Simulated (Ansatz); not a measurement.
# Optical response of TiO2 (Anatase)

What colour and refractive index does TiO2 (Anatase) have at this level of theory?

Program: Ansatz 0.2.0. Level of theory: DFT, PBE, plane-wave PAW, default files, scalar-relativistic, independent-particle optical response without local fields. Results are calculated unless marked as measured.

## (1) The starting structure

Symmetry: I4_1/amd, No. 141, tetragonal system. Conventional cell: a = 3.784 Å, b = 3.784 Å, c = 9.515 Å, α = 90.00°, β = 90.00°, γ = 90.00°. Nearest to Ti lie 6 O at 1.93 to 1.98 Å. Nearest to O lie 3 Ti at 1.93 to 1.98 Å. Farther neighbours and most contacts between anions are not listed.

## (2) Ground state and bands

First the ground state: is it a metal or has it a gap?

This step: DFT, PBE, plane-wave PAW, default files, scalar-relativistic, ground state (Ansatz 0.2.0).

input.yaml

```yaml
crystal:
  lattice:
    - [-1.8921, 1.8921, 4.7573]
    - [1.8921, -1.8921, 4.7573]
    - [1.8921, 1.8921, -4.7573]
  atoms:
    - { symbol: Ti, position: [0.75, 0.25, 0.5] }
    - { symbol: Ti, position: [0.0, 0.0, 0.0] }
    - { symbol: O, position: [0.7919, 0.7919, 0.0] }
    - { symbol: O, position: [0.5419, 0.0419, 0.5] }
    - { symbol: O, position: [0.9581, 0.4581, 0.5] }
    - { symbol: O, position: [0.2081, 0.2081, 0.0] }
kpoints:
  mp_grid: { grid: [8, 8, 8] }
  band_path:
    path:
      - [[0.0, 0.0, 0.0], [0.0, 0.0, 0.5], [-0.07909283, 0.07909283, 0.5], [-0.28954641, 0.28954641, 0.28954641], [0.0, 0.0, 0.0], [0.5, 0.5, -0.5], [0.28954641, 0.71045359, -0.28954641], [0.0, 0.5, 0.0], [0.25, 0.25, 0.25], [0.5, 0.5, -0.07909283], [0.5, 0.5, -0.5]]
      - [[0.0, 0.0, 0.5], [0.25, 0.25, 0.25]]
    npoints: 5
scf:
  occupations: { method: fermi_dirac, width: 0.05 }
  n_extra_bands: 10
hamiltonian:
  xc: pbe
  pseudopotentials: { kind: paw }
output:
  forces: true
  stress: true
  populations: true
  write_bands: true
  write_density: true
  write_potential: true
  elf: true
  volumetric_format: npy
```

On the command line:

```console
> ansatz run input.yaml --threads 4 --pin off --max-ram 8192MiB --backend cpu --events-out ev --progress --plain --runs-dir out
```

Numbers of over 12 decimals in the logs are rounded to 6 here.

Output:

```text
scf.n_extra_bands = 10 over 24 filled bands (N_el = 48.0): the run solves 34 bands
Engine: ansatz 0.2.0, aarch64-unknown-linux-gnu
Pseudopotentials: kind: paw
Pseudopotential: Ti, paw, valence charge 12, recommended cutoff 420 eV (normal), Ti.paw.azcp
Pseudopotential: O, paw, valence charge 6, recommended cutoff 420 eV (normal), O.paw.azcp
Functional definition: PBE
  parameter kappa = 0.804
  parameter beta = 0.066725
  exchange = pbe_x(kappa = kappa, mu = beta*pi^2/3)
  correlation = pbe_c(beta = beta)
Crystal: 6 atoms, lattice volume = 68.125 Å³
Basis set: ecut = 420 eV, 1315 PW (Γ), exchange–correlation on 80×80×80 points (8 copies of the dense FFT grid, shifted against one another)
Bands: 34, of which v1, the nominal top of the filled ones, is band 24 counted from 1 (23 counted from 0)
Symmetry: 16 space group operations
Space group: I41/amd (ITA 141), of the structure as read, at distance tolerance 4.1e-5 Å
k-points: 59 of 512
Non-local potential: Ti, projectors of the file, l = 0: 3, l = 1: 2, l = 2: 3, l = 3: 1
Non-local potential: O, projectors of the file, l = 0: 2, l = 1: 2, l = 2: 1
PAW form: soft (Blöchl's): semilocal exchange-correlation on the pseudo side does not see the compensation charge
PAW one-centre angular grid: Ti, 590 points (default); XC on 64 Gauss nodes
PAW one-centre angular grid: O, 110 points (default); XC on 64 Gauss nodes
Initial density: superposition of atomic densities (neutral atoms: chi_scale 0, normalization atom), corrected by the library's trained network
Initial wavefunctions: pseudopotential atomic-orbital guess
Functional: x = pbe(κ = 0.804, μ = 0.219515), c = pbe(β = 0.066725)
SCF iter   1: F=—  HF=-7277.469227 eV  |F-HF|=—  |Δ(HF+E_count)|=         —  Δρ=3.44e-3  dr2=3.11e-3  ethr=1.77e-3  ⟨swp⟩=6.0  Hψ=8537  notcnv=0  defer=4
preconditioner: auto → none  [insulator: Δε(μ)=2.180 eV  Ē_g=10.768 eV  σ=0.050 eV  W_gap=1.00  n_scr=14 (ndim 8)  ℏωp=25.4 eV  f_vac=0.102  D(μ)=0.00/eV (n_scr^D=0)  ε∞_Penn≈6.6]
SCF iter   2: F=—  HF=-7277.470802 eV  |F-HF|=—  |Δ(HF+E_count)|=   1.57e-3  Δρ=2.58e-3  dr2=3.32e-3  ethr=6.48e-6  ⟨swp⟩=2.3  Hψ=3766  notcnv=0  defer=213
SCF iter   3: F=—  HF=-7277.470697 eV  |F-HF|=—  |Δ(HF+E_count)|=   1.05e-4  Δρ=1.46e-3  dr2=1.00e-3  ethr=6.48e-6  ⟨swp⟩=2.0  Hψ=2920  notcnv=0  defer=213
SCF iter   4: F=—  HF=-7277.470811 eV  |F-HF|=—  |Δ(HF+E_count)|=   1.14e-4  Δρ=6.54e-4  dr2=1.88e-4  ethr=2.09e-6  ⟨swp⟩=2.0  Hψ=2022  notcnv=0  defer=213
SCF iter   5: F=—  HF=-7277.470850 eV  |F-HF|=—  |Δ(HF+E_count)|=   3.86e-5  Δρ=1.42e-4  dr2=8.64e-6  ethr=3.92e-7  ⟨swp⟩=2.3  Hψ=2390  notcnv=0  defer=213
SCF iter   6: F=—  HF=-7277.470786 eV  |F-HF|=—  |Δ(HF+E_count)|=   6.36e-5  Δρ=1.32e-5  dr2=3.20e-8  ethr=2.08e-10  ⟨swp⟩=10.2  Hψ=13804  notcnv=0
SCF iter   7: F=-7277.470787 eV  HF=-7277.470787 eV  |F-HF|=2.33e-9  |Δ(HF+E_count)|=   7.11e-8  Δρ=2.15e-6  dr2=2.85e-9  ethr=6.67e-11  ⟨swp⟩=5.8  Hψ=10705  notcnv=0
SCF 1 converged in 7 iterations: F = -7277.470787 eV  dr2 = 2.85e-9
  greatest PAW one-centre occupation: 0.999 electrons in one spin orbital (limit 2), on the Ti atom at site 1 (counted from 0), in its partial waves of l = 0
NSCF: frozen V_eff on 57 k-points
SCF converged after 7 iterations
Free energy (F): -7277.470787 eV
Harris-Foulkes:  -7277.470787 eV  (|F-HF|=2.33e-9)
Internal energy: -7277.470787 eV  (E = F + TS)
E sigma→0 (E₀):  -7277.470787 eV
Fermi energy:    8.435992 eV
--- Per-component energies (eV) ---
  E_band       = -455.208182
  E_kinetic    = 1248.479851
  E_local      = -3570.335737  (includes V_loc(G=0)·N_el)
  E_nonlocal   = 196.560073
  E_hartree    = 1385.285638
  E_xc         = -492.965233
  E_vxc        = -624.309507  (∫ρ·V_xc dr)
  E_paw        = -2722.309885  (= ΣΔE_a)
  E_vpaw       = -476.186023  (= ΣTr[D̂ρ^β])
  E_aug_tail   = 0.010058  (compensation charges beyond the density's cutoff)
  E_ewald      = -3322.195552
  E_smearing   = -0.000000  (= −TS)
  E_closure    = 0.000000  (closes the sum)
  Σ components = -7277.470787   (vs F -7277.470787, Δ=0.00e0)
--- Forces (eV/Å), atoms counted from 1 ---
  atom   1  Ti     0.00000000     0.00000000     0.00000000
  atom   2  Ti    -0.00000000     0.00000000    -0.00000000
  atom   3  O      0.00000000     0.00000000    -0.10210260
  atom   4  O     -0.00000000    -0.00000000    -0.10210260
  atom   5  O     -0.00000000     0.00000000     0.10210260
  atom   6  O      0.00000000    -0.00000000     0.10210260
  max |Σ_I F_I| component: 1.73e-18 eV/Å
--- Stress (GPa, compression-positive) ---
        4.738802      -0.000000       0.000000
       -0.000000       4.738802       0.000000
        0.000000      -0.000000       6.028942
  P = ⅓ Tr σ = 5.1688 GPa (51.688 kbar)
--- Band table (eV; the first three rows and the last of 59) ---
  k-point 0: bands = [... 20 lower, 6.5768, 6.5768, 6.8602, 6.8602, 9.4571, 10.1979, 11.3381, 11.3381, ... 6 higher]
  k-point 1: bands = [... 20 lower, 6.2459, 6.2518, 6.6209, 7.0270, 10.0699, 10.2790, 10.7823, 11.1138, ... 6 higher]
  k-point 2: bands = [... 20 lower, 5.4957, 6.3712, 6.7340, 7.0822, 10.3252, 10.4758, 10.8550, 11.0811, ... 6 higher]
  k-point 58: bands = [... 20 lower, 6.0736, 6.0736, 7.2096, 7.2096, 9.8145, 9.8145, 11.1182, 11.1182, ... 6 higher]
--- Löwdin populations: 6 sites ---
  site symbol       q [e]
     0     Ti     10.6433
     1     Ti     10.6433
     2      O      6.6388
     3      O      6.6388
     4      O      6.6388
     5      O      6.6388
  spilling = 0.003300 (of n_electrons = 48.000000)
```

It took 4 s on 4 threads of Arm Neoverse V2, shared host; peak memory 0.45 GiB.

Numbers from this step:

* free energy: -7277.4708 eV
* Fermi energy: 8.436 eV
* gap by band count: 2.165 eV
* electrons: 48
* symmetry operations: 16
* pressure: 5.169 GPa
* gap on the k-mesh: 2.165 eV
* volume: 68.13 Å³
* gap on the path: 2.136 eV
* least direct gap on the path: 2.464 eV

There is a gap, 2.14 eV on the path, so no carriers' term is needed. The cell is left with a pressure of 5.2 GPa and forces up to 0.10 eV/Å, as it stands unrelaxed at this level.

The electronic bands at the labelled points (eV, zero at the Fermi level; v1 is the highest filled band, c1 the lowest empty one):

```
          point     v4     v3     v2     v1    c1    c2    c3    c4
              Γ  -1.86  -1.86  -1.58  -1.58  1.02  1.76  2.90  2.90
0.40 of the way  -2.68  -2.23  -1.71  -1.36  1.87  2.07  2.22  2.55
              X  -3.16  -3.16  -1.15  -1.15  2.26  2.26  2.73  2.73
0.40 of the way  -3.13  -3.13  -1.15  -1.15  2.25  2.25  2.72  2.72
              Y  -3.00  -3.00  -1.19  -1.19  2.23  2.23  2.67  2.67
0.40 of the way  -3.10  -2.27  -1.50  -1.38  2.09  2.10  2.53  2.65
              S  -2.29  -2.04  -2.01  -1.92  2.12  2.39  2.48  2.53
0.40 of the way  -2.60  -2.08  -1.93  -1.79  2.11  2.32  2.38  2.56
              Γ  -1.86  -1.86  -1.58  -1.58  1.02  1.76  2.90  2.90
0.40 of the way  -2.10  -2.10  -1.39  -1.39  1.09  1.69  2.76  2.76
              Z  -2.36  -2.36  -1.23  -1.23  1.38  1.38  2.68  2.68
0.40 of the way  -2.42  -1.93  -1.60  -1.55  1.55  1.90  2.44  2.47
             S1  -2.29  -2.04  -2.01  -1.92  2.12  2.39  2.48  2.53
0.40 of the way  -2.51  -2.08  -1.93  -1.89  2.16  2.40  2.50  2.56
              N  -3.07  -2.06  -1.94  -1.74  2.15  2.46  2.48  2.58
0.40 of the way  -2.86  -2.19  -1.68  -1.57  2.05  2.13  2.59  2.64
              P  -2.69  -2.69  -1.35  -1.35  2.48  2.48  2.52  2.52
0.60 of the way  -3.05  -2.83  -1.25  -1.19  2.27  2.31  2.64  2.69
             Y1  -3.00  -3.00  -1.19  -1.19  2.23  2.23  2.67  2.67
0.60 of the way  -2.05  -2.05  -1.73  -1.73  1.88  1.88  2.46  2.46
              Z  -2.36  -2.36  -1.23  -1.23  1.38  1.38  2.68  2.68
      jump to X  -3.16  -3.16  -1.15  -1.15  2.26  2.26  2.73  2.73
0.40 of the way  -2.98  -2.98  -1.21  -1.21  2.31  2.31  2.69  2.69
              P  -2.69  -2.69  -1.35  -1.35  2.48  2.48  2.52  2.52
```

Valence density in the ac plane of the conventional cell at fractional y = 0.000, with atoms of Ti and O within 0.2 Å of it. It is the smooth field of the valence electrons, not physical close to the nuclei.

Values in units of 1e0 e/Å³, 24 rows by 14 columns, each cell a mean:
```
8.2 6.1 2.7 0.8 1.2 3.1 6.1 7.0 4.9 2.1 0.8 1.3 4.0 7.3
2.7 1.7 0.7 0.4 0.9 2.4 4.8 5.6 3.9 1.7 0.6 0.5 1.0 2.2
0.8 0.6 0.4 0.3 0.4 0.8 1.5 1.7 1.2 0.6 0.3 0.3 0.5 0.7
3.2 2.2 1.0 0.4 0.3 0.5 0.8 1.0 0.7 0.4 0.3 0.6 1.4 2.7
6.9 4.8 2.1 0.7 0.8 2.1 4.3 5.1 3.4 1.4 0.6 1.1 3.1 6.0
5.7 3.9 1.7 0.8 1.6 5.1 8.7 9.5 7.5 3.5 0.9 1.0 2.5 4.9
1.4 1.0 0.6 0.4 1.2 4.0 7.4 8.2 6.2 2.7 0.6 0.4 0.7 1.2
0.2 0.2 0.2 0.2 0.3 1.0 2.2 2.7 1.7 0.7 0.2 0.1 0.2 0.2
0.0 0.1 0.1 0.1 0.2 0.5 0.7 0.8 0.6 0.3 0.2 0.1 0.1 0.0
0.0 0.0 0.1 0.2 0.5 1.4 2.7 3.2 2.1 0.9 0.3 0.1 0.0 0.0
0.0 0.0 0.1 0.2 0.9 3.0 6.0 6.9 4.8 1.9 0.5 0.2 0.1 0.0
0.0 0.0 0.1 0.2 0.7 2.3 4.8 5.7 3.8 1.5 0.4 0.1 0.0 0.0
0.0 0.0 0.0 0.1 0.3 0.6 1.2 1.4 0.9 0.5 0.2 0.1 0.0 0.0
0.0 0.0 0.0 0.0 0.1 0.1 0.2 0.2 0.2 0.1 0.1 0.0 0.0 0.0
0.0 0.0 0.0 0.0 0.0 0.0 0.0 0.0 0.0 0.0 0.0 0.0 0.0 0.0
0.1 0.1 0.1 0.0 0.0 0.0 0.0 0.0 0.0 0.0 0.0 0.0 0.1 0.1
0.5 0.4 0.2 0.1 0.0 0.0 0.0 0.0 0.0 0.0 0.1 0.1 0.3 0.4
2.9 1.9 0.8 0.3 0.1 0.0 0.0 0.0 0.0 0.1 0.1 0.4 1.2 2.4
7.0 4.8 1.9 0.5 0.1 0.1 0.0 0.0 0.0 0.1 0.2 0.9 3.0 6.0
5.6 3.8 1.5 0.4 0.1 0.1 0.0 0.0 0.0 0.1 0.2 0.8 2.4 4.8
1.7 1.2 0.6 0.2 0.1 0.0 0.0 0.0 0.0 0.1 0.1 0.4 0.8 1.5
1.0 0.7 0.3 0.2 0.1 0.1 0.1 0.1 0.1 0.1 0.1 0.2 0.5 0.8
5.1 3.5 1.4 0.3 0.2 0.3 0.5 0.5 0.4 0.3 0.2 0.6 2.1 4.4
9.5 7.5 3.5 0.8 0.7 1.3 2.5 2.9 2.0 1.0 0.6 1.6 5.1 8.7
```

Electrostatic potential energy in the ac plane of the conventional cell at fractional y = 0.000, with atoms of Ti and O within 0.2 Å of it. With pseudopotentials it is smooth inside the atoms' cores, unlike the true potential.

Values in eV, 24 rows by 14 columns, each cell a mean:
```
-31 -29 -22  -6  -2 -23 -35 -36 -32 -15   1 -14 -26 -31
-20 -16  -8   3   3 -17 -31 -34 -27  -8   5  -1 -12 -19
  0   2   6   8   8   4  -5  -8  -1   6   8   7   5   1
-22 -13   2   8   5  -1  -6  -8  -4   1   6   7  -4 -18
-36 -32 -14   3  -7 -19 -26 -27 -24 -15  -1  -1 -23 -35
-34 -27  -9   0 -16 -28 -32 -32 -31 -24  -9   0 -17 -31
 -3   3   7   2 -14 -26 -30 -31 -29 -22  -6   5   6   0
 13  12  11   7  -1 -12 -19 -20 -16  -8   3   9  11  13
 14  13  12  11   8   5   1   0   3   6   9  11  13  14
 14  14  14  13  10  -3 -18 -22 -13   4  12  13  14  14
 14  14  14  13   5 -21 -35 -36 -31 -11  11  14  14  14
 14  14  14  13   7 -15 -31 -34 -26  -5  12  14  14  14
 14  14  14  14  13   9   0  -2   4  11  13  14  14  14
 14  14  14  14  14  13  13  13  13  14  14  14  14  14
 14  14  14  14  14  14  14  14  14  14  14  14  14  14
 13  14  14  14  14  14  14  14  14  14  14  14  14  14
 10  12  13  14  14  14  14  14  14  14  14  13  13  11
-19  -9   6  13  14  14  14  14  14  14  14  11   0 -15
-36 -31 -11  11  14  14  14  14  14  14  13   5 -21 -35
-34 -26  -6  12  14  14  14  14  14  14  13   7 -15 -31
 -8  -1   8  11  13  13  14  14  14  13  12  10   4  -5
 -8  -4   2   7  10  12  13  13  13  12   9   5  -1  -6
-27 -24 -15  -1   7  10  11  10  11  10   5  -7 -19 -26
-32 -31 -24  -9   4  -3 -15 -19 -10   2   0 -16 -28 -32
```

[end of part 1 of 3]

[Logs are printed without paths, hosts, clocks, repeated set-up lines and the standing remarks that a program may print on its own settings, such as how far it seeks lower states.]

[Hosts, paths, dates, database ids (printed as entryN), source tags and the programs' standing remarks are cut or masked in the printed files.]
